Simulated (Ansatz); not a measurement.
# Bands, cutoff and cost in G0W0 for BaThO3 (Pm-3m)

How do accuracy and time trade against each other in G0W0 on BaThO3 (Pm-3m)?

Calculated with Ansatz 0.2.0; G0W0 on LDA, plane waves, PAW.

This is a report of a sequence of runs, with most program output left out.

The database entry behind the starting cell is an old determination (1934), so it need not match the best structure at ambient conditions.

## (1) The structure

The structure is cubic, space group Pm-3m (No. 221). Conventional cell: a = 4.480 Å, b = 4.480 Å, c = 4.480 Å, α = 90.00°, β = 90.00°, γ = 90.00°. Ba has 12 O at 3.17 Å nearest. Th has 6 O at 2.24 Å nearest. O has 2 Th at 2.24 Å and 4 Ba at 3.17 Å nearest. Farther neighbours and most contacts between anions are not listed.

The cell and positions come from the Crystallography Open Database and are kept as given unless a step says otherwise. Spin-orbit coupling is left out unless a step names it.

## (2) 302 empty bands, screening to 130 eV

Now the one-shot GW correction: screening in the RPA, then the self-energy of the levels asked for. This step takes hard PAW files.

input.yaml

```yaml
crystal:
  lattice:
    - [4.48, 0.0, 0.0]
    - [0.0, 4.48, 0.0]
    - [0.0, 0.0, 4.48]
  atoms:
    - { symbol: Ba, position: [0.0, 0.0, 0.0] }
    - { symbol: Th, position: [0.5, 0.5, 0.5] }
    - { symbol: O, position: [0.5, 0.5, 0.0] }
    - { symbol: O, position: [0.0, 0.5, 0.5] }
    - { symbol: O, position: [0.5, 0.0, 0.5] }
kpoints:
  mp_grid: { grid: [6, 6, 6] }
hamiltonian:
  xc: lda
  pseudopotentials: { kind: paw, source: ansatz }
scf:
  occupations: { method: fixed }
gw:
  n_empty_bands: 302
  ecut_chi: 130.0
  qp_bands: [v2, c2]
  qp_kpoints: band_edges
  screening: { model: contour_deformation }
```

Launch:

```
$ ansatz run input.yaml --threads 16 --pin off --max-ram 82944MiB --backend cuda --events-out ev --progress --plain --runs-dir out --devices 1 --max-vram 78GiB
```

Run time: 12 s. Hardware: 1 × NVIDIA GB200 (shared by 2 runs) with 16 threads of Arm Neoverse V2, shared host; peak memory 2.2 GiB; 45 s of CPU time.

This step gave:

```
bands summed                                 : 322
RPA ε∞ on this mesh (eigenvalues)            : 4.249, 4.249, 4.249
plane waves in the screening matrix          : 305
q-points in the mesh                         : 216
G0W0 gap on the mesh                         : 4.123 eV
k of the valence top                         : 0, 0, 0
k of the conduction bottom                   : 0, 0, 0
starting gap on the mesh                     : 2.862 eV
Z at the valence top                         : 0.7686
Z at the conduction bottom                   : 0.8352
least direct G0W0 gap on the computed points : 4.123 eV
```

The gap on the mesh goes from 2.86 eV to 4.12 eV, a correction of +1.26 eV. Between the two edge states, bare exchange in place of the xc potential would open the gap by 9.16 eV, and correlation takes back 7.90 eV.

## (3) 621 empty bands, screening to 210 eV

Bands and screening cutoff are moved together, since each hides the error of the other.

input.yaml, as its differences from that of step 2:

```diff
@@ -19,4 +19,4 @@
 gw:
-  n_empty_bands: 302
-  ecut_chi: 130.0
+  n_empty_bands: 621
+  ecut_chi: 210.0
   qp_bands: [v2, c2]
```

It took 26 s on 1 × NVIDIA GB200 (shared by 2 runs) with 16 threads; peak memory 3.9 GiB; 92 s of CPU time.

Numbers from this step:

| Quantity | Value |
| --- | --- |
| bands summed | 641 |
| RPA ε∞ on this mesh (eigenvalues) | 4.235, 4.235, 4.235 |
| plane waves in the screening matrix | 619 |
| q-points in the mesh | 216 |
| G0W0 gap on the mesh | 4.354 eV |
| k of the valence top | 0, 0, 0 |
| k of the conduction bottom | 0, 0, 0 |
| starting gap on the mesh | 2.862 eV |
| Z at the valence top | 0.7655 |
| Z at the conduction bottom | 0.8348 |
| least direct G0W0 gap on the computed points | 4.354 eV |

Against the run with 6×6×6 mesh, 302 empty bands, screening to 130 eV, hard PAW files, the gap moves by +0.23 eV.

## (4) 1223 empty bands, screening to 330 eV

input.yaml, as its differences from that of step 3:

```diff
@@ -19,4 +19,4 @@
 gw:
-  n_empty_bands: 621
-  ecut_chi: 210.0
+  n_empty_bands: 1223
+  ecut_chi: 330.0
   qp_bands: [v2, c2]
```

Run time: 83 s. Hardware: 1 × NVIDIA GB200 (shared by 2 runs) with 16 threads; peak memory 8.3 GiB; 4.3 min of CPU time.

This step gave:

```
bands summed                                 : 1243
RPA ε∞ on this mesh (eigenvalues)            : 4.230, 4.230, 4.230
plane waves in the screening matrix          : 1237
G0W0 gap on the mesh                         : 4.532 eV
k of the valence top                         : 0, 0, 0
k of the conduction bottom                   : 0, 0, 0
starting gap on the mesh                     : 2.862 eV
least direct G0W0 gap on the computed points : 4.532 eV
```

Against the run with 6×6×6 mesh, 621 empty bands, screening to 210 eV, hard PAW files, the gap moves by +0.18 eV.

## (5) 2147 empty bands, screening to 480 eV

input.yaml, as its differences from that of step 4:

```diff
@@ -19,4 +19,4 @@
 gw:
-  n_empty_bands: 1223
-  ecut_chi: 330.0
+  n_empty_bands: 2147
+  ecut_chi: 480
   qp_bands: [v2, c2]
```

Elapsed: 5.3 min, on 1 × NVIDIA GB200 (shared by 2 runs) with 16 threads; peak memory 19 GiB.

This step gave:

```
bands summed                                 : 2167
RPA ε∞ on this mesh (eigenvalues)            : 4.229, 4.229, 4.229
plane waves in the screening matrix          : 2109
G0W0 gap on the mesh                         : 4.629 eV
k of the valence top                         : 0, 0, 0
k of the conduction bottom                   : 0, 0, 0
starting gap on the mesh                     : 2.862 eV
least direct G0W0 gap on the computed points : 4.629 eV
```

Against the run with 6×6×6 mesh, 1223 empty bands, screening to 330 eV, hard PAW files, the gap moves by +0.10 eV.

## (6) Changing the k mesh: 8×8×8 mesh, 302 empty bands, screening to 130 eV, hard PAW files

A second mesh at equal bands and cutoff isolates the sampling error. Bands and cutoff differ from the step before, so it is read against an earlier run that matches them.

input.yaml, as its differences from that of step 5:

```diff
@@ -12,3 +12,3 @@
 kpoints:
-  mp_grid: { grid: [6, 6, 6] }
+  mp_grid: { grid: [8, 8, 8] }
 hamiltonian:
@@ -19,4 +19,4 @@
 gw:
-  n_empty_bands: 2147
-  ecut_chi: 480
+  n_empty_bands: 302
+  ecut_chi: 130.0
   qp_bands: [v2, c2]
```

Wall time 44 s (1 × NVIDIA GB200 (shared by 2 runs) with 16 threads); peak memory 3.2 GiB; 3 min of CPU time.

This step gave:

- bands summed: 322
- RPA ε∞ on this mesh (eigenvalues): 4.247, 4.247, 4.247
- plane waves in the screening matrix: 305
- G0W0 gap on the mesh: 4.124 eV
- k of the valence top: 0, 0, 0
- k of the conduction bottom: 0, 0, 0
- starting gap on the mesh: 2.862 eV
- least direct G0W0 gap on the computed points: 4.124 eV

Against the run with 6×6×6 mesh, 302 empty bands, screening to 130 eV, hard PAW files, the gap moves by +0.001 eV.

## (7) Side by side

Times are wall times on 1 × NVIDIA GB200 (shared by 2 runs) with 16 threads of Arm Neoverse V2, shared host, good to a factor of about two.

| mesh | files | frequency | bands summed | cutoff (eV) | start (eV) | G0W0 (eV) | time | host memory (GiB) |
| --- | --- | --- | --- | --- | --- | --- | --- | --- |
| 6×6×6 | hard PAW | contour deformation | 322 | 130 | 2.862 | 4.123 | 12 s | 2.2 |
| 6×6×6 | hard PAW | contour deformation | 641 | 210 | 2.862 | 4.354 | 26 s | 3.9 |
| 6×6×6 | hard PAW | contour deformation | 1243 | 330 | 2.862 | 4.532 | 83 s | 8.3 |
| 6×6×6 | hard PAW | contour deformation | 2167 | 480 | 2.862 | 4.629 | 5.3 min | 19 |
| 8×8×8 | hard PAW | contour deformation | 322 | 130 | 2.862 | 4.124 | 44 s | 3.2 |

How the two edges are built up, in eV (the quasiparticle level is the starting level plus Σx plus Σc less Vxc):

| run | edge | start | Σx | Σc | Vxc | Z | QP |
| --- | --- | --- | --- | --- | --- | --- | --- |
| 322 bands | valence top | 10.02 | -26.84 | 3.81 | -22.70 | 0.77 | 9.68 |
| 322 bands | conduction bottom | 12.88 | -5.67 | -4.09 | -10.68 | 0.84 | 13.81 |
| 641 bands | valence top | 10.02 | -26.84 | 3.50 | -22.70 | 0.77 | 9.38 |
| 641 bands | conduction bottom | 12.88 | -5.67 | -4.16 | -10.68 | 0.83 | 13.73 |
| 1243 bands | valence top | 10.02 | -26.84 | 3.28 | -22.70 | 0.76 | 9.16 |
| 1243 bands | conduction bottom | 12.88 | -5.67 | -4.20 | -10.68 | 0.83 | 13.69 |
| 2167 bands | valence top | 10.02 | -26.84 | 3.17 | -22.70 | 0.76 | 9.05 |
| 2167 bands | conduction bottom | 12.88 | -5.67 | -4.22 | -10.68 | 0.83 | 13.68 |

## (8) Results

```json
{
  "322 bands, 130 eV": "4.123 eV",
  "641 bands, 210 eV": "4.354 eV",
  "1243 bands, 330 eV": "4.532 eV",
  "2167 bands, 480 eV": "4.629 eV",
  "estimated limit in bands and cutoff": "4.76 eV",
  "mesh and start": "6×6×6, LDA"
}
```

**Reading.** A line in one over the bands through the two highest rungs gives 4.76 eV, +0.13 eV from the top rung; the pair below gives 4.72 eV, so the estimate is still climbing. The rungs stand 0.64 eV (322 bands), 0.41 eV (641 bands), 0.23 eV (1243 bands) and 0.13 eV (2167 bands) from it. From 322 to 2167 bands the gap moves by +0.51 eV while the time grows 26-fold. Σc changes by −0.64 eV at the valence top and −0.13 eV at the conduction bottom, so the valence edge carries most of the change. On the 8×8×8 mesh in place of 6×6×6 the gap differs by +0.001 eV, of which +0.00 eV is already in the start. Gaps are over the mesh's points; an edge off the mesh would be missed. This is the ideal cubic cell; many perovskites, halides above all, are cubic only on average, and local tilts or off-centring can widen the gap. The compound holds f electrons or empty f levels, where one-shot G0W0 is unsure. The many-body steps are scalar-relativistic: spin-orbit coupling is not in them.

[Paths, hosts, dates, memory and timing lines, banners, echoed tables and standing remarks are left out of the program output.]

[Logs are printed without paths, hosts, clocks, repeated set-up lines and the standing remarks that a program may print on its own settings, such as how far it seeks lower states.]

[Runs of the session that timed out or met a known fault of the program may be left out.]

[Cells called generated may have been cut or substituted from an entry of the Crystallography Open Database or the Materials Project.]

[Hosts, paths, dates, database ids (printed as entryN), source tags and the programs' standing remarks are cut or masked in the printed files.]
